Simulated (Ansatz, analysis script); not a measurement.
# Co: where the moment collapses, part 2 of 2

Wanted: energy and moment of Co against volume, with typed moments, small moments and no spin.

Ansatz 0.2.0; PBEsol, PAW set soft_1 (files made for PBE).

So far, largest spin moment in the atom's sphere (μB): step 2 (starting state) 1.69; step 4 (factor 0.8, typed moments) 1.06; step 5 (factor 0.8, starting moments cut to 30 %) 1.06; step 6 (factor 0.9, typed moments) 1.57.

## 7. Factor 1, typed moments

Level of this step: Ansatz DFT, collinear, cell scaled evenly; PBEsol, PAW set soft_1; PAW set soft_1 (Ansatz).

Contents of input.yaml:

```yaml
crystal:
  lattice:
    - [2.47056178, 0.0, 0.0]
    - [-1.23528089, 2.13956926, 0.0]
    - [0.0, 0.0, 8.0882338]
  atoms:
    - { symbol: Co, position: [0.0, 0.0, 0.0], spin: 2.0 }
    - { symbol: Co, position: [0.33333333, 0.66666667, 0.25], spin: 2.0 }
    - { symbol: Co, position: [0.0, 0.0, 0.5], spin: 2.0 }
    - { symbol: Co, position: [0.66666667, 0.33333333, 0.75], spin: 2.0 }
magnetization:
  spin_polarized: true
kpoints:
  mp_grid: { grid: [19, 19, 5] }
hamiltonian:
  xc: pbesol
  pseudopotentials: { kind: paw, azcp: { folder: soft_1 }, xc_functional: pbe }
scf:
  occupations: { method: fermi_dirac, width: 0.1 }
  max_iter: 120
  convergence: { dr2_threshold: 1.0e-08 }
  lower_state_search: "off"
basis:
  ecutwfc: 420.0
output:
  stress: true
```

Launch:

```sh
$ ansatz run input.yaml --threads 1 --pin off --max-ram 2048MiB --backend cpu --events-out ev --progress --plain --runs-dir out
```

Numbers of over 12 decimals in the logs are rounded to 6 here.

The program printed:

```text
[...]
Crystal: 4 atoms, lattice volume = 42.754 Å³
Basis set: ecut = 420 eV, 813 PW (Γ)
Bands: 46, of which v1, the nominal top of the filled ones, is band 34 counted from 1 (33 counted from 0)
Symmetry: 24 space group operations
[...]
k-points: 120 of 1805
[...]
Internal energy: -20371.867027 eV  (E = F + TS)
E sigma→0 (E₀):  -20371.931070 eV
Entropy (-TS):   -0.128086 eV (-32.021 meV/atom)
Fermi energy:    18.912211 eV
[...]
--- Stress (GPa, compression-positive) ---
       -5.174570       0.000000       0.000000
        0.000000      -5.174570       0.000000
        0.000000       0.000000      -7.963624
  P = ⅓ Tr σ = -6.1043 GPa (-61.043 kbar)
[key lines of the parts left out:]
SCF converged after 15 iterations
Magnetization: 6.4660 μB (37.2330 up, 30.7670 down)
Free energy (F): -20371.995113 eV
```

It took 33 s on 1 thread of Arm Neoverse V2, shared host; peak memory 0.53 GiB.

It ends ferromagnetic, with 1.69 μB on the largest site.

For the largest spin moment in the atom's sphere, step 4 gave 1.06 μB; this run, with scale 1, gives 1.69 μB (+59 %).

## 8. Factor 1.1, typed moments

input.yaml, as its differences from that of step 7:

```diff
@@ -2,5 +2,5 @@
   lattice:
-    - [2.47056178, 0.0, 0.0]
-    - [-1.23528089, 2.13956926, 0.0]
-    - [0.0, 0.0, 8.0882338]
+    - [2.5503118, 0.0, 0.0]
+    - [-1.2751559, 2.20863481, 0.0]
+    - [0.0, 0.0, 8.34932292]
   atoms:
```

The program printed:

```text
[...]
Crystal: 4 atoms, lattice volume = 47.029 Å³
Basis set: ecut = 420 eV, 921 PW (Γ)
Bands: 46, of which v1, the nominal top of the filled ones, is band 34 counted from 1 (33 counted from 0)
Symmetry: 24 space group operations
[...]
k-points: 120 of 1805
[...]
Internal energy: -20371.459556 eV  (E = F + TS)
E sigma→0 (E₀):  -20371.528650 eV
Entropy (-TS):   -0.138188 eV (-34.547 meV/atom)
Fermi energy:    16.853175 eV
[...]
--- Stress (GPa, compression-positive) ---
      -21.578066       0.000000       0.000000
        0.000000     -21.578066       0.000000
        0.000000       0.000000     -23.225211
  P = ⅓ Tr σ = -22.1271 GPa (-221.271 kbar)
[key lines of the parts left out:]
SCF converged after 17 iterations
Magnetization: 6.7551 μB (37.3776 up, 30.6224 down)
Free energy (F): -20371.597744 eV
```

The job ended after 37 s (1 thread; peak memory 0.55 GiB).

It ends ferromagnetic, with 1.77 μB on the largest site.

Between step 4 and this run (scale 1.1) the value for the largest spin moment in the atom's sphere moves from 1.06 μB to 1.77 μB (+67 %).

## 9. Factor 1.16, no spin

input.yaml, the sections that differ from step 8:

```yaml
crystal:
  lattice:
    - [2.59586268, 0.0, 0.0]
    - [-1.29793134, 2.24808303, 0.0]
    - [0.0, 0.0, 8.4984494]
  atoms:
    - { symbol: Co, position: [0.0, 0.0, 0.0] }
    - { symbol: Co, position: [0.33333333, 0.66666667, 0.25] }
    - { symbol: Co, position: [0.0, 0.0, 0.5] }
    - { symbol: Co, position: [0.66666667, 0.33333333, 0.75] }
scf:
  occupations: { method: fermi_dirac, width: 0.1 }
  max_iter: 120
  convergence: { dr2_threshold: 1.0e-08 }
# kpoints, hamiltonian, basis, output: as in step 8
# magnetization: removed
```

The program printed:

```text
[...]
Crystal: 4 atoms, lattice volume = 49.595 Å³
Basis set: ecut = 420 eV, 995 PW (Γ)
Bands: 41, of which v1, the nominal top of the filled ones, is band 34 counted from 1 (33 counted from 0)
Symmetry: 24 space group operations
[...]
k-points: 120 of 1805
[...]
SCF converged after 10 iterations
Free energy (F): -20370.051834 eV
[...]
Internal energy: -20369.639028 eV  (E = F + TS)
E sigma→0 (E₀):  -20369.845431 eV
Entropy (-TS):   -0.412805 eV (-103.201 meV/atom)
Fermi energy:    15.498580 eV
[...]
--- Stress (GPa, compression-positive) ---
      -36.804685       0.000000       0.000000
        0.000000     -36.804685       0.000000
        0.000000       0.000000     -38.182456
  P = ⅓ Tr σ = -37.2639 GPa (-372.639 kbar)
```

It took 11 s on 1 thread; peak memory 0.42 GiB.

This is the reference without moments at this size.

The other 18 runs of this kind were made alike; their results stand in the table below.

## 10. The curves

| factor | E typed (meV/atom) | E small | E no spin | largest moment, typed (μB) | small | state, typed | state, small |
| --- | --- | --- | --- | --- | --- | --- | --- |
| 0.8 | 344.8 | 344.8 | 349.8 | 1.06 | 1.06 | ferromagnetic | ferromagnetic |
| 0.85 | 156.4 | 156.4 | 201.6 | 1.47 | 1.47 | ferromagnetic | ferromagnetic |
| 0.9 | 46.6 | 46.6 | 136.7 | 1.57 | 1.57 | ferromagnetic | ferromagnetic |
| 0.95 | 0.0 | 0.0 | 133.1 | 1.63 | 1.63 | ferromagnetic | ferromagnetic |
| 1 | 0.9 | 0.9 | 174.5 | 1.69 | 1.69 | ferromagnetic | ferromagnetic |
| 1.05 | 37.3 | 37.3 | 248.7 | 1.73 | 1.73 | ferromagnetic | ferromagnetic |
| 1.1 | 100.3 | 100.3 | 346.8 | 1.77 | 1.77 | ferromagnetic | ferromagnetic |
| 1.16 | 201.3 | 201.3 | 486.7 | 1.81 | 1.81 | ferromagnetic | ferromagnetic |

## 11. Summary of results

```json
{
  "lowest run": "factor 0.95, typed moments",
  "largest moment, typed start": "1.06 μB at 0.8 to 1.81 μB at 1.16",
  "gain by magnetism": "5.0 to 285.4 meV/atom"
}
```

What this shows: From a factor of 0.8 to 1.16 the largest moment goes from 1.1 to 1.81 μB. The moment grows with the cell, as narrower bands favour. Site moments are taken in spheres that grow with the cell. Both magnetic starts, which share one pattern of signs, end on one state at every size; other orders were not tried. The cell's shape and the atoms were not relaxed. The 24 scaled-cell runs took 13 min of wall time, added up.

[Logs and program files are shortened in this print: banners, set-up blocks, solver, clock and traceback lines can be left out without a mark of their own.]

[Logs are printed without paths, hosts, clocks, repeated set-up lines and the standing remarks that a program may print on its own settings, such as how far it seeks lower states.]

[Hosts, paths, dates, database ids (printed as entryN), source tags and the programs' standing remarks are cut or masked in the printed files.]

[Where the input sets lower_state_search to off, the program did not look for lower states, so one may exist.]
